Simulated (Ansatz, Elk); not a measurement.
# How far do independent atoms describe BaTi3Ni?

Structure refinements treat a crystal as free atoms side by side. For a made-up structure of BaTi3Ni (cell and positions from a PBE relaxation) the runs below show what the calculated density changes in F(hkl).

Main program and level: Elk 11.2.3 (patched build); DFT, PBE, all-electron APW+lo, Dirac cores, scalar-relativistic bands, static density, no spin.

The structure was built from a prototype and need not be the compound's stable phase.

### 1. Starting point

The structure is tetragonal, space group I4mm (No. 107). The conventional cell has a = 4.258 Å, b = 4.258 Å, c = 11.901 Å, α = 90.00°, β = 90.00°, γ = 90.00°. Ba has 8 Ti at 3.27 to 3.58 Å and 4 Ni at 3.35 Å nearest. Nearest to Ni lie 5 Ti at 2.55 to 2.75 Å and 4 Ba at 3.35 Å. Ti has 1 Ni at 2.75 Å and 4 Ti at 2.79 Å and 4 Ba at 3.27 Å nearest. Nearest to Ti lie 2 Ni at 2.55 Å and 6 Ti at 2.79 to 3.01 Å and 2 Ba at 3.58 Å. Farther neighbours are not listed.

### 2. Ground state and structure factors

An all-electron density is needed, since X-rays see the cores too. Task 0 finds the density and task 195 Fourier-transforms it; tshift is off so that phases refer to the origin typed.

The input, elk.in:

```
tasks
  0
  195

xctype
  20

spinpol
  .false.

rgkmax
  7.0

gmaxvr
  14.0

lmaxo
  7

lmaxapw
  8

swidth
  0.002

tshift
  .false.

hmaxvr
  5.5

maxscl
  120

epspot
  1e-06

sppath
  './'

avec
  -4.02294503356 4.02294503356 11.24514604029
  4.02294503356 -4.02294503356 11.24514604029
  4.02294503356 4.02294503356 -11.24514604029

atoms
  3
  'Ba.in'
  1
  0.9962300348 0.9962300348 0.0000000000   0.000000 0.000000 0.000000
  'Ni.in'
  1
  0.6204866938 0.6204866938 -0.0000000000   0.000000 0.000000 0.000000
  'Ti.in'
  3
  0.3894721136 0.3894721136 0.0000000000   0.000000 0.000000 0.000000
  0.2384055789 0.7384055789 0.5000000000   0.000000 0.000000 0.000000
  0.7384055789 0.2384055789 0.5000000000   0.000000 0.000000 0.000000

ngridk
  7 7 7
```

The run is started by

```sh
> OMP_NUM_THREADS=4 elk
```

Numbers of over 12 decimals in the logs are rounded to 6 here.

The log of the run:

```text
┌─────────────────────────┐
│ Elk code version 11.2.3 │
└─────────────────────────┘

All units are atomic (Hartree, Bohr, etc.)

┌─────────────────────────────────────────────────┐
│ Ground-state run starting from atomic densities │
└─────────────────────────────────────────────────┘

Lattice vectors :
  -4.022945034       4.022945034       11.24514604
   4.022945034      -4.022945034       11.24514604
   4.022945034       4.022945034      -11.24514604

Reciprocal lattice vectors :
 -0.1103454968E-16  0.7809186125      0.2793732196
  0.7809186125     -0.1103454968E-16  0.2793732196
  0.7809186125      0.7809186125     -0.9229321804E-17

Unit cell volume      :    727.9696758
Brillouin zone volume :   0.3407425085

Muffin-tin inner radius fraction :   0.1000000000E-01

Nuclei treated as point charges

Species : 1 (Ba)
 parameters loaded from : Ba.in
 name : barium
 nuclear charge    :   -56.00000000
 electronic charge :    56.00000000
 atomic mass :    250331.8071
 muffin-tin radius :    2.800000000
 number of radial points in muffin-tin :   1393
 inner part over the whole radius :   0.9950032293E-02
 number on inner part of muffin-tin    :    996
 approximate nuclear radius :   0.9171481901E-04
 number of mesh points to nuclear radius :    504
 atomic positions (lattice), magnetic fields (Cartesian) :
  1 :   0.99623003  0.99623003  0.00000000    0.00000000  0.00000000  0.00000000

Species : 2 (Ni)
 parameters loaded from : Ni.in
 name : nickel
 nuclear charge    :   -28.00000000
 electronic charge :    28.00000000
 atomic mass :    106991.5231
 muffin-tin radius :    2.384219311
 number of radial points in muffin-tin :    993
 inner part over the whole radius :   0.9963634297E-02
 number on inner part of muffin-tin    :    701
 approximate nuclear radius :   0.7325707712E-04
 number of mesh points to nuclear radius :    335
 atomic positions (lattice), magnetic fields (Cartesian) :
  1 :   0.62048669  0.62048669  0.00000000    0.00000000  0.00000000  0.00000000

Species : 3 (Ti)
 parameters loaded from : Ti.in
 name : titanium
 nuclear charge    :   -22.00000000
 electronic charge :    22.00000000
 atomic mass :    87256.20317
 muffin-tin radius :    2.384219311
 number of radial points in muffin-tin :    993
 inner part over the whole radius :   0.9849782875E-02
 number on inner part of muffin-tin    :    698
 approximate nuclear radius :   0.6805665174E-04
 number of mesh points to nuclear radius :    325
 atomic positions (lattice), magnetic fields (Cartesian) :
  1 :   0.38947211  0.38947211  0.00000000    0.00000000  0.00000000  0.00000000
  2 :   0.23840558  0.73840558  0.50000000    0.00000000  0.00000000  0.00000000
  3 :   0.73840558  0.23840558  0.50000000    0.00000000  0.00000000  0.00000000

Total number of atoms per unit cell :    5
Total muffin-tin volume :    319.0366722
 ratio of muffin-tin to unit cell volume :   0.4382554423

Spin treatment :
 spin-unpolarised

Number of Bravais lattice symmetries :   16
Number of crystal symmetries         :    8
Crystal has no inversion symmetry
Complex Hermitian eigensolver will be used

k-point grid :      7     7     7
k-point offset :    0.000000000       0.000000000       0.000000000
k-point set is reduced with full crystal symmetry group
Total number of k-points :       70

Muffin-tin radius times maximum |G+k| :    7.000000000
 using average radius
Maximum |G+k| for APW functions       :    2.837022636
Maximum (1/2)|G+k|²                   :    4.024348719
Maximum |G| for potential and density :    14.00000000
Constant for pseudocharge density :   10
 order of it for each species :   17  17  17
 order of it for pair densities of each species (exact exchange by exxq0 0: 18) :   13   9   9
Radial integration step length :    1

G-vector grid sizes :     60    60    60
Number of G-vectors :    33659

Maximum angular momentum used for
 APW functions            :    8
 outer part of muffin-tin :    7
 inner part of muffin-tin :    2

Total nuclear charge    :   -150.0000000
[...]
correlation                 :     -7.253523
 electron entropic           :    -0.18688644741099E-02
 total energy                :     -12222.306547655

Density of states at Fermi energy :    136.6862623
 (states/Hartree/unit cell)

Estimated indirect band gap :   0.9265475313E-03
 from k-point 17 to k-point 42
Estimated direct band gap   :   0.3329109756E-02
 at k-point 17

Charges :
 core                        :    78.00000000
 valence                     :    72.00000000
 interstitial                :    8.041265053
 muffin-tins (core leakage)
  species : 1 (Ba)
   atom 1                    :    53.68318048     (  0.5218200791E-05)
  species : 2 (Ni)
[...]
species : 3 (Ti)
[...]
total in muffin-tins        :    141.9587349
 total calculated charge     :    149.9994967
 total charge                :    150.0000000
 error                       :   0.5032582775E-03

RMS change in Kohn-Sham potential (target) :   0.3380052593     (  0.1000000000E-05)
Absolute change in total energy (target)   :   0.4217871626E-01 (  0.1000000000E-03)

[... loops 3 to 22 left out ...]

┌──────────────────┐
│ Loop number : 23 │
└──────────────────┘

Energies :
 Fermi                       :     0.255225
 sum of occupied eigenvalues :     -7378.9382092776
 electron kinetic            :      12819.045406528
 core electron kinetic       :      12189.803804333
 Coulomb                     :     -24652.111157194
 Coulomb potential           :     -19692.359743272
 nuclear-nuclear             :     -1351.3313015316
 electron-nuclear            :     -26941.691196151
 Hartree                     :      3640.9113404879
 Madelung                    :     -14805.931285558
 xc potential                :     -505.62387253309
 exchange                    :     -381.25944671423
 correlation                 :     -7.248622
 electron entropic           :    -0.21782419548697E-02
 total energy                :     -12221.575997658

Density of states at Fermi energy :    157.4985051
 (states/Hartree/unit cell)

Estimated indirect band gap :   0.2629782522E-02
 from k-point 29 to k-point 19
Estimated direct band gap   :   0.3091249960E-02
 at k-point 17

Charges :
 core                        :    78.00000000
 valence                     :    72.00000000
 interstitial                :    8.016624812
 muffin-tins (core leakage)
  species : 1 (Ba)
[...]
species : 2 (Ni)
[...]
species : 3 (Ti)
[...]
total in muffin-tins        :    141.9833752
 total calculated charge     :    149.9994959
 total charge                :    150.0000000
 error                       :   0.5041487379E-03

RMS change in Kohn-Sham potential (target) :   0.6723486998E-06 (  0.1000000000E-05)
Absolute change in total energy (target)   :   0.1758126018E-05 (  0.1000000000E-03)

Convergence targets achieved

┌──────────────────┐
│ Loop number : 24 │
└──────────────────┘

Energies :
 Fermi                       :     0.255225
 sum of occupied eigenvalues :     -7378.9382006178
 electron kinetic            :      12819.045398586
 core electron kinetic       :      12189.803805290
 Coulomb                     :     -24652.111145663
 Coulomb potential           :     -19692.359754219
 nuclear-nuclear             :     -1351.3313015316
 electron-nuclear            :     -26941.691162029
 Hartree                     :      3640.9113178984
 Madelung                    :     -14805.931268553
 xc potential                :     -505.62384498504
 exchange                    :     -381.25944559180
 correlation                 :     -7.248622
 electron entropic           :    -0.21782412260186E-02
 total energy                :     -12221.575992930

Density of states at Fermi energy :    157.4984296
 (states/Hartree/unit cell)

Estimated indirect band gap :   0.2629794371E-02
 from k-point 29 to k-point 23
Estimated direct band gap   :   0.3091266156E-02
 at k-point 17

Charges :
 core                        :    78.00000000
 valence                     :    72.00000000
 interstitial                :    8.016625157
 muffin-tins (core leakage)
  species : 1 (Ba)
[...]
species : 2 (Ni)
[...]
species : 3 (Ti)
   atom 1                    :    20.32475740     ( -0.2199322697E-06)
   atom 2                    :    20.26008225     ( -0.2199371298E-06)
   atom 3                    :    20.26008225     ( -0.2199371298E-06)
 total in muffin-tins        :    141.9833748
 total calculated charge     :    149.9994959
 total charge                :    150.0000000
 error                       :   0.5041487686E-03

┌──────────────────────────────┐
│ Self-consistent loop stopped │
└──────────────────────────────┘

Warning : core states of species 2 leak from the muffin-tin :   0.3033267219E-03

Wrote STATE.OUT
```

Run time: 1.8 min. Hardware: 4 threads of Arm Neoverse V2, shared host; peak memory 0.32 GiB; 6.1 min of CPU time.

SFACRHO.OUT:

```text

h k l indices transformed by vhmat matrix:
   1.000000000       0.000000000       0.000000000    
   0.000000000       1.000000000       0.000000000    
   0.000000000       0.000000000       1.000000000    

      h      k      l  multipl.   |H|            Re(F)            Im(F)           |F|

      0      0      0      1   0.0000000       150.00000      0.20985749E-16   150.00000    
      1      1     -1      1  0.55874644       17.496250       9.9431165       20.124222    
     -1     -1      1      1  0.55874644       17.496250      -9.9431165       20.124222    
      0      1     -1      4  0.82938729       17.009077      -6.5221441       18.216670    
      0     -1      0      4  0.82938729       17.009077       6.5221441       18.216670    
      0      0      1      4   1.1043857       53.375802     -0.24194600E-13   53.375802    
      2      2     -2      1   1.1174929       39.790147      -17.351399       43.408834    
     -2     -2      2      1   1.1174929       39.790147       17.351399       43.408834    
     -1     -2      1      4   1.1455472       69.637515       6.4514040       69.935714    
      1      2     -2      4   1.1455472       69.637515      -6.4514040       69.935714    
      0     -2      1      4   1.2376855       82.006100      0.29844209       82.006643    
      1      1     -2      4   1.2376855       82.006100     -0.29844209       82.006643    
      1     -1      1      4   1.5618372       107.77259      0.12637346E-13   107.77259    
     -2     -2      1      4   1.5711327      -20.841172      -1.5998140       20.902484    
      3      1     -2      4   1.5711327      -20.841172       1.5998140       20.902484    
      2      3     -2      4   1.6003340       72.050504       2.7122745       72.101536    
     -3     -2      2      4   1.6003340       72.050504      -2.7122745       72.101536    
      0      2      0      4   1.6587746       16.664947       8.2866549       18.611532
```

Elk indexes on the primitive cell of elk.in and gives |H| = 4π sin θ/λ in inverse bohr. Below, one row stands for each form hkl of the conventional cell (m members, Friedel mates merged), F is for one primitive cell and the density is static (no thermal factor). Free-atom factors are Waasmaier and Kirfel's, and R is Σm||F|−|F'||/Σm|F|.

```csv
hkl,m,sin θ/λ (Å⁻¹),"abs F, DFT",neutral atoms,diff.,abs of complex diff.
002,2,0.084,20.124,20.281,-0.157,0.162
101,8,0.125,18.217,18.318,-0.102,0.168
110,4,0.166,53.376,53.062,+0.313,0.313
004,2,0.168,43.409,43.742,-0.333,0.371
103,8,0.172,69.936,69.769,+0.167,0.245
112,8,0.186,82.007,82.301,-0.294,0.373
200,4,0.235,107.773,108.313,-0.540,0.540
114,8,0.236,20.903,21.362,-0.460,0.460
105,8,0.241,72.102,72.379,-0.277,0.286
202,8,0.249,18.612,18.356,+0.256,0.299
006,2,0.252,4.159,3.832,+0.327,0.369
211,16,0.266,16.297,16.193,+0.104,0.135
204,8,0.289,36.300,36.177,+0.123,0.124
213,16,0.291,57.821,58.062,-0.241,0.258
116,8,0.302,57.042,57.106,-0.063,0.064
107,8,0.317,25.606,25.529,+0.076,0.144
220,4,0.332,91.645,91.721,-0.076,0.076
008,2,0.336,84.210,84.411,-0.201,0.206
215,16,0.336,62.107,62.136,-0.028,0.051
222,8,0.343,17.096,17.124,-0.029,0.081
206,8,0.344,5.065,5.136,-0.071,0.109
301,8,0.355,15.249,15.240,+0.009,0.066
```

### 3. What came out

```
R against neutral atoms, sin θ/λ < 0.3 Å⁻¹ : 0.53 %
R against neutral atoms, 0.3 to 0.76 Å⁻¹   : 0.14 %
```

In words: Independent neutral atoms miss the calculated amplitudes by R = 0.53 % below 0.3 Å⁻¹ and 0.14 % from there to 0.76 Å⁻¹; by shells, 0.61 % below 0.15 Å⁻¹ (2 forms), 0.53 % 0.15 to 0.3 (12 forms), 0.12 % 0.3 to 0.45 (23 forms), 0.14 % above 0.45 (112 forms). Bonding, aspherical density and the tables' own atoms all enter these figures, and the runs don't part them. The largest change of an amplitude is -0.54 electrons, at 200. R counts amplitudes alone; phases shift too. The basis has no finished test. The k-mesh has no finished test. These runs have no spin, though d or f shells may be open. Part of the difference isn't bonding: the tables are fits to free atoms and ions calculated by other methods than this functional. Thermal motion, anomalous dispersion and extinction are left out.

[Logs are printed without paths, hosts, clocks, repeated set-up lines and the standing remarks that a program may print on its own settings, such as how far it seeks lower states.]

[Hosts, paths, dates, database ids (printed as entryN), source tags and the programs' standing remarks are cut or masked in the printed files.]
